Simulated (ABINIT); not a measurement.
# Bi2SO2 (Pnnm): Bethe-Salpeter spectra with ABINIT

Wanted: excitons and ε₂ of Bi2SO2 (Pnnm), with cost.

Main program and level: ABINIT 10.8.3; PBEsol and many-body steps on it, plane waves.

### Step 1. The starting structure

The structure is orthorhombic, space group Pnnm (No. 58). The conventional cell has a = 3.877 Å, b = 11.964 Å, c = 3.843 Å, α = 90.00°, β = 90.00°, γ = 90.00°. Bi has 4 O at 2.24 to 2.38 Å and 2 S at 3.05 Å nearest. Nearest to S lie 4 Bi at 3.05 Å. Nearest to O lie 4 Bi at 2.24 to 2.38 Å. Farther neighbours and most contacts between anions are not listed.

The cell and positions are those that the Materials Project relaxed with its own functionals (PBE, PBE+U or r2SCAN), kept fixed. Spin-orbit coupling is left out unless a step names it.

### Step 2. Empty states on the mesh, 4×1×4 mesh, 147 bands

This step: ABINIT 10.8.3; DFT, PBEsol, plane waves, norm-conserving pseudopotentials.

The sums over transitions need many empty states on a uniform mesh; this step solves for them.

File run.abi:

```
acell 3*1.0 Angstrom
rprim 
  3.877295950000 0.000000000000 0.000000000000
  0.000000000000 11.963688440000 0.000000000000
  0.000000000000 0.000000000000 3.842602890000
ntypat 3
znucl 83 16 8
natom 10
typat 1 1 1 1 2 2 3 3 3 3
xred 
  0.419337400000 0.856120830000 0.500000000000
  0.580662600000 0.143879170000 0.500000000000
  0.919337400000 0.643879170000 0.000000000000
  0.080662600000 0.356120830000 0.000000000000
  0.000000000000 0.000000000000 0.000000000000
  0.500000000000 0.500000000000 0.500000000000
  0.440997250000 0.749108530000 0.000000000000
  0.559002750000 0.250891470000 0.000000000000
  0.940997250000 0.750891470000 0.500000000000
  0.059002750000 0.249108530000 0.500000000000
pp_dirpath "pseudos"
pseudos "Bi.upf, S.upf, O.upf"
ecut 42
ngkpt 4 1 4
nshiftk 1
shiftk 0 0 0
kptopt 1
chksymbreak 0
iscf -2
irdden 1
istwfk *1
nband 147
nbdbuf 12
tolwfr 1e-09
nstep 60
prtvol 0
indata_prefix "in"
outdata_prefix "out"
tmpdata_prefix "tmp"
```

On the command line:

```sh
$ OMP_NUM_THREADS=1 mpirun -n 4 abinit run.abi > log
```

Numbers of over 12 decimals in the logs are rounded to 6 here.

Log:

```text
.Version 10.8.3 of ABINIT. v10.8.2 released Aug 2026.

 Symmetries : space group Pn n m (# 58); Bravais oP (primitive ortho.)
[... echo of the input left out ...]
== DATASET  1 ==================================================================
-   mpi_nproc: 4, omp_nthreads: 1 (-1 if OMP is not activated)

--- !DatasetInfo
iteration_state: {dtset: 1, }
dimensions: {natom: 10, nkpt: 9, mband: 147, nsppol: 1, nspinor: 1, nspden: 1, mpw: 15678, }
cutoff_energies: {ecut:  42.0, pawecutdg:  -1.0, }
[...]
1.15747    1.16511    1.16700    1.17568    1.17971    1.18007    1.18694    1.20100
   1.23842    1.24602    1.26956    1.27478    1.28405    1.29541    1.29579    1.31934
   1.33625    1.34390    1.36256
 prteigrs : prtvol=0 or 1, do not print more k-points.

== END DATASET(S) ==============================================================
================================================================================

 -outvars: echo values of variables after computation  --------
            nband         147
             nkpt           9
          spgroup          58
 [... the other variables as echoed above ...]

 Calculation completed.
```

Wall time 5.5 min (4 MPI ranks of Arm Neoverse V1, shared host); peak memory 0.74 GiB.

Numbers from this step:

* gap: 0.7826 eV
* k of the valence top: 0.5, 0, 0
* k of the conduction bottom: 0, 0, 0
* least direct gap: 1.122 eV
* k points computed: 9
* lowest point of the top converged band, above the valence top: 24.17 eV

On this mesh the gap is 0.783 eV.

The density comes from a self-consistent run that is not shown.

### Step 3. Screening, 4×1×4 mesh, 135 bands, screening to 81.6 eV

The RPA dielectric matrix is built and inverted for each q.

This step: RPA screening on PBEsol, plane waves, norm-conserving pseudopotentials.

run.abi, as its differences from that of step 2:

```diff
@@ -28,10 +28,11 @@
 chksymbreak 0
-iscf -2
-irdden 1
 istwfk *1
-nband 147
-nbdbuf 12
-tolwfr 1e-09
-nstep 60
-prtvol 0
+occopt 1
+irdwfk 1
+optdriver 3
+nband 135
+ecuteps 3
+inclvkb 2
+awtr 1
+symchi 1
 indata_prefix "in"
```

Log:

```text
.Version 10.8.3 of ABINIT. v10.8.2 released Aug 2026.

 Symmetries : space group Pn n m (# 58); Bravais oP (primitive ortho.)
[... echo of the input left out ...]
== DATASET  1 ==================================================================
-   mpi_nproc: 4, omp_nthreads: 1 (-1 if OMP is not activated)

--- !DatasetInfo
iteration_state: {dtset: 1, }
dimensions: {natom: 10, nkpt: 9, mband: 135, nsppol: 1, nspinor: 1, nspden: 1, mpw: 15678, }
cutoff_energies: {ecut:  42.0, pawecutdg:  -1.0, }
[...]
--------------------------------------------------------------------------------
[... chi0 elements left out ...]
 For q-point:  0.000010 0.000020 0.000030
  dielectric constant =  15.6612
  dielectric constant without local fields =  16.8189

  Average fulfillment of the sum rule on Im[epsilon] for q-point    1 :     40.08  [%]
[... wings left out ...]
  q-point number  2        q = ( 0.250000, 0.000000, 0.000000) [r.l.u.]
--------------------------------------------------------------------------------
[... chi0 elements left out ...]
  Average fulfillment of the sum rule on Im[epsilon] for q-point    2 :     42.49  [%]

 [... 7 further q-points ...]
```

Run time: 6.1 min. Hardware: 4 MPI ranks; peak memory 5.3 GiB; 24 min of CPU time.

Numbers from this step:

```yaml
eps_infinity_with_local_fields_on_this_mesh_along_the_program_s_q_direction: 15.66
the_same_without_local_fields: 16.82
plasma_frequency: 31.47 eV
plane_waves_in_the_screening_matrix: 289
```

Local fields lower ε∞ by 7 %. On a Γ-centred mesh this coarse the value itself is usually too large, while a short band sum pulls it down.

### Step 4. Self-energy, 4×1×4 mesh, 135 bands, screening to 81.6 eV

The self-energy is evaluated for the states that the input lists, and the levels follow from it, in one-shot runs by the linearised quasiparticle equation.

This step: G0W0 on PBEsol, plane waves, norm-conserving pseudopotentials.

run.abi, as its differences from that of step 3:

```diff
@@ -31,8 +31,17 @@
 irdwfk 1
-optdriver 3
+optdriver 4
 nband 135
+gwcalctyp 0
+ecutsigx 42
+symsigma 1
+nkptgw 2
+kptgw 
+  0.5000000000 0.0000000000 0.0000000000
+  0.0000000000 0.0000000000 0.0000000000
+bdgw 
+  63 66
+  63 66
 ecuteps 3
-inclvkb 2
-awtr 1
-symchi 1
+irdscr 1
+ppmodel 1
 indata_prefix "in"
```

Log:

```text
.Version 10.8.3 of ABINIT. v10.8.2 released Aug 2026.

 Symmetries : space group Pn n m (# 58); Bravais oP (primitive ortho.)
[... echo of the input left out ...]
== DATASET  1 ==================================================================
-   mpi_nproc: 4, omp_nthreads: 1 (-1 if OMP is not activated)

--- !DatasetInfo
iteration_state: {dtset: 1, }
dimensions: {natom: 10, nkpt: 9, mband: 135, nsppol: 1, nspinor: 1, nspden: 1, mpw: 15678, }
cutoff_energies: {ecut:  42.0, pawecutdg:  -1.0, }
[...]
Band     E0 <VxcDFT>   SigX SigC(E0)      Z dSigC/dE  Sig(E)    E-E0       E
[...]
65   8.715 -12.734  -9.072  -2.603   0.822  -0.216 -11.863   0.871   9.585
       66   9.391 -13.083  -9.166  -2.589   0.821  -0.218 -11.993   1.090  10.480

== END DATASET(S) ==============================================================
================================================================================

 -outvars: echo values of variables after computation  --------
           etotal      0.0000000000E+00
            nband         135
             nkpt           9
          spgroup          58
 [... the other variables as echoed above ...]

 Calculation completed.
```

Elapsed: 25 s, on 4 MPI ranks; peak memory 4.3 GiB; 1.7 min of CPU time.

Numbers from this step:

| Item | Value |
| --- | --- |
| G0W0 gap on the points computed | 1.254 eV |
| starting gap on the mesh | 0.7826 eV |
| k of the valence top | 0.5, 0, 0 |
| k of the conduction bottom | 0, 0, 0 |
| least direct G0W0 gap on the computed points | 1.893 eV |

The gap on the mesh goes from 0.78 eV to 1.25 eV, a correction of +0.47 eV.

The gap opens by 0.471 eV; the next steps shift the empty bands rigidly by 0.471 eV. The least direct G0W0 gap is 1.893 eV, so this shift leaves the direct transitions −0.30 eV off.

### Step 5. Excitons

Optical absorption needs the electron-hole interaction, solved here in a basis of vertical transitions on the mesh.

This step: Bethe-Salpeter equation on PBEsol with a scissors shift, plane waves, norm-conserving pseudopotentials.

run.abi, as its differences from that of step 4:

```diff
@@ -31,17 +31,17 @@
 irdwfk 1
-optdriver 4
-nband 135
-gwcalctyp 0
-ecutsigx 42
-symsigma 1
-nkptgw 2
-kptgw 
-  0.5000000000 0.0000000000 0.0000000000
-  0.0000000000 0.0000000000 0.0000000000
-bdgw 
-  63 66
-  63 66
+optdriver 99
+bs_calctype 1
+mbpt_sciss 0.471 eV
+bs_loband 52
+nband 76
+bs_exchange_term 1
+bs_coulomb_term 11
+bs_coupling 0
+bs_algorithm 1
+bs_freq_mesh 0 8 0.05 eV
+zcut 0.15 eV
 ecuteps 3
+ecutwfn 21
+inclvkb 2
 irdscr 1
-ppmodel 1
 indata_prefix "in"
```

Log:

```text
.Version 10.8.3 of ABINIT. v10.8.2 released Aug 2026.

 Symmetries : space group Pn n m (# 58); Bravais oP (primitive ortho.)
[... echo of the input left out ...]
== DATASET  1 ==================================================================
-   mpi_nproc: 4, omp_nthreads: 1 (-1 if OMP is not activated)

--- !DatasetInfo
iteration_state: {dtset: 1, }
dimensions: {natom: 10, nkpt: 9, mband: 76, nsppol: 1, nspinor: 1, nspden: 1, mpw: 5563, }
cutoff_energies: {ecut:  21.0, pawecutdg:  -1.0, }
electrons: {nelect:   1.28000000E+02, charge:   0.00000000E+00, occopt:   1.00000000E+00, tsmear:   1.00000000E-02, }

 Exciton: Calculation of dielectric properties by solving the Bethe-Salpeter equation
 in frequency domain and reciprocal space on a transitions basis set.
 Based on a program developed by L. Reining, V. Olevano, F. Sottile,
 S. Albrecht, and G. Onida. Incorporated in ABINIT by M. Giantomassi.

.Using double precision arithmetic ; gwpc =  8

[... cell and pseudopotentials left out ...]
--------------------------------------------------------------------------------

 ==== K-mesh for the wavefunctions ====
 Number of points in the irreducible wedge :     9
[... list of points left out ...]
 Together with  8 symmetry operations and time-reversal symmetry
 yields    16 points in the full Brillouin Zone.

 ==== Q-mesh for the screening function ====
 Number of points in the irreducible wedge :     9
[... list of points left out ...]
 Together with  8 symmetry operations and time-reversal symmetry
 yields    16 points in the full Brillouin Zone.

 vcoul_init : cutoff-mode = AUXILIARY_FUNCTION
 q-points for optical limit:   1
     1)      0.000010    0.000020    0.000030
 setmesh: FFT mesh size selected  =    24x   72x   24
          total number of points  =        41472

 ==== Fundamental parameters for the solution of the Bethe-Salpeter equation: ====
 Algorithm: Direct diagonalization.
 Dimension of the v, W matrices,  npweps  = 289
 Cutoff for the wavefunctions,    npwwfn  = 5563
 Number of k-points in the IBZ,   nkibz   = 9
 Highest empty band included,     nband   = 76
 === Spin UP ===
 Number of resonant transitions          2496
 Lowest occupied state                   52
 Highest occupied state                  64
 Lowest unoccupied state                 65
 Highest unoccupied state                76
 Minimum frequency [eV]           Emin    =   0.00
 Maximum frequency [eV]           Emax    =   8.00
 Frequency step [eV]              dE      =   0.05
 Lorentzian broadening [eV]       eta     =   0.15
 RPA L0 with KS energies and KS wavefunctions
 Scissors operator energy [eV] =          0.47
 Local fields effects (v term) included
 Excitonic effects (W term) included
 Full W_GG' included
 W is read from an external SCR file
 Resonant-only calculation (Hermitian case)

 Calculating epsilon_Macro(q-->0,w), along the following directions:
 q = (  1.166133  0.000000  0.000000) [r.l.u.]
 q = (  0.000000  3.598190  0.000000) [r.l.u.]
 q = (  0.000000  0.000000  1.155698) [r.l.u.]
 q = (  1.166133  0.000000  0.000000) [r.l.u.]
 q = (  0.000000  3.598190  0.000000) [r.l.u.]
 q = (  0.000000  0.000000  1.155698) [r.l.u.]
 Number of electrons calculated from density =  127.9390; Expected =  128.0000
 average of density, n =  0.106362
 r_s =    1.3093
 omega_plasma =   31.4593 [eV]

. Writing resonant excitonic Hamiltonian on file out_BSR; file size=   0.05 [Gb].
 Direct diagonalization of the resonant excitonic Hamiltonian, Matrix size= 2496
. Using LAPACK sequential version.
 Excitonic eigenvalues in eV up to n=   32
   1.44391   1.49652   1.67122   2.00732   2.03489   2.03564   2.11733   2.17881
   2.19284   2.19800   2.20855   2.21946   2.34917   2.35919   2.36143   2.36467
   2.36841   2.37858   2.38013   2.39652   2.41268   2.62117   2.63231   2.63458
   2.63704   2.68545   2.71400   2.74444   2.76731   3.09023   3.09690   3.11431

 First excitonic eigenvalue=    1.44 [eV]
 Last  excitonic eigenvalue=   19.01 [eV]

 GW  direct gap       1.59  0.00 [eV]
 EXC direct gap       1.44  0.00 [eV]
 EXC binding energy   0.15  0.00 [eV]

 Excitonic eigenvalues up to the GW energy gap [eV]
  1 (  1.44  0.00)
  2 (  1.50  0.00)

 Macroscopic dielectric function:
 omega [eV] <KS_RPA_nlf>  <GW_RPA_nlf>  <BSE>
   0.0000  14.0029   0.0000  12.1279   0.0000  13.4176   0.0000
   0.0500  14.0081   0.0320  12.1308   0.0173  13.4216   0.0241
   0.1000  14.0238   0.0643  12.1393   0.0346  13.4334   0.0484
   0.1500  14.0499   0.0972  12.1535   0.0521  13.4533   0.0729
   0.2000  14.0869   0.1309  12.1735   0.0699  13.4812   0.0979
   0.2500  14.1349   0.1658  12.1995   0.0880  13.5174   0.1235
   0.3000  14.1944   0.2022  12.2314   0.1065  13.5621   0.1498
   0.3500  14.2659   0.2407  12.2694   0.1256  13.6155   0.1771
   0.4000  14.3500   0.2816  12.3138   0.1453  13.6779   0.2055
   0.4500  14.4475   0.3256  12.3648   0.1658  13.7498   0.2353

 Writing KS-RPA macroscopic dielectric function without local fields to file: out_RPA_NLF_MDF
 Writing GW-RPA macroscopic dielectric function without local fields to file: out_GW_NLF_MDF
 Writing EXC Macroscopic dielectric function to file: out_EXC_MDF

== END DATASET(S) ==============================================================
================================================================================

 -outvars: echo values of variables after computation  --------
           etotal      0.0000000000E+00
            nband          76
             nkpt           9
          spgroup          58
 [... the other variables as echoed above ...]

 Calculation completed.
```

Elapsed: 7.8 min, on 4 MPI ranks; peak memory 1.3 GiB.

This step gave:

- direct gap of the transition levels: 1.593 eV
- transitions in the window: 2496
- first strong exciton (over a fiftieth of the strongest listed): 1.444 eV
- lowest state: 1.444 eV
- binding of the lowest state below the direct gap: 0.1494 eV
- Coulomb term of one mesh cell: 0.1841 eV

The binding is 0.81 times the screened Coulomb term of one mesh cell (0.18 eV), so it is not shown settled.

The lowest state lies at 1.444 eV, 0.149 eV under the direct gap.

Lines within 3 meV are set at the lowest of them, and the highest group, which the list may cut short, is left out. Exciton lines, with heights relative to the strongest:

```
position (eV)  lines merged  oscillator strength, relative
        1.444             1                             12
        1.496             1                            5.2
        1.671             1                            0.0
        2.007             1                             30
        2.035             2                             41
        2.117             1                             10
        2.179             1                             14
        2.193             1                            100
        2.198             1                             88
        2.208             1                            0.0
        2.220             1                            0.0
        2.349             1                             29
        2.359             2                             32
```

Mean over the three Cartesian directions of q; broadening 0.15 eV; transition window only. Limits: finite bands, cutoff and mesh; no spin-orbit coupling; coarse k mesh; exciton not shown settled in the k mesh. The ε₂ by photon energy; read off at these points:

```
photon energy (eV)    BSE  no electron-hole interaction  Kohn-Sham, no shift
             0.000      0                             0                    0
             0.250  0.123                        0.0880                0.166
             0.500  0.267                         0.187                0.373
             0.750  0.462                         0.314                0.718
             1.000  0.789                         0.503                 1.66
             1.250   1.60                         0.858                 2.76
             1.500   3.40                          1.94                 4.99
             1.750   4.82                          2.84                 16.2
             1.900   9.67                          3.83                   23
             2.000   16.1                          5.74                 19.4
             2.200   27.0                          15.1                 9.89
             2.250   24.9                          17.7                 9.02
             2.350   18.5                          22.8                 8.12
             2.500   11.0                          18.0                 6.37
             2.750   8.10                          8.79                 10.5
             3.000   11.8                          6.26                 15.4
             3.200   19.6                          9.63                 11.6
             3.250   18.6                          11.9                 10.6
             3.500   11.1                          15.2                 10.8
             3.750   10.8                          10.2                 14.3
             4.000   15.8                          11.5                 17.8
             4.150   17.0                          13.6                 18.4
             4.200   16.9                          14.0                 18.4
             4.250   16.2                          14.9                 18.1
             4.500   15.5                          17.9                 12.3
             4.650   13.8                          18.5                 8.31
             4.750   13.0                          17.8                 7.42
             5.000   8.17                          11.4                 8.59
             5.250   8.55                          7.34                 10.4
             5.500   10.2                          8.73                 11.5
             5.600   11.2                          9.26                 10.1
             5.750   9.84                          10.8                 9.04
             6.000   7.19                          11.0                 7.52
             6.250   6.32                          8.85                 5.15
             6.500   4.26                          7.32                 3.97
             6.750   3.36                          5.02                 3.15
             7.000   2.71                          3.86                 3.17
             7.250   3.00                          3.14                 3.60
             7.500   3.07                          3.20                 3.54
             7.750   2.91                          3.65                 2.45
```

(Part 1 of 2 ends here.)

[Paths, hosts, dates, memory and timing lines, banners, echoed tables and standing remarks are left out of the program output.]

[Logs are printed without paths, hosts, clocks, repeated set-up lines and the standing remarks that a program may print on its own settings, such as how far it seeks lower states.]

[Runs of the session that timed out or met a known fault of the program may be left out.]

[Hosts, paths, dates, database ids (printed as entryN), source tags and the programs' standing remarks are cut or masked in the printed files.]

[G0W0 gaps are taken among the corrected bands and points alone; a level outside them can change the order at an edge.]

[Where Ansatz stands beside ABINIT at settings called matched, ABINIT's density can come from a denser mesh and the files from another edition; pairs whose starting gaps differed by over 0.03 eV were left out, so agreement reads better than it is.]
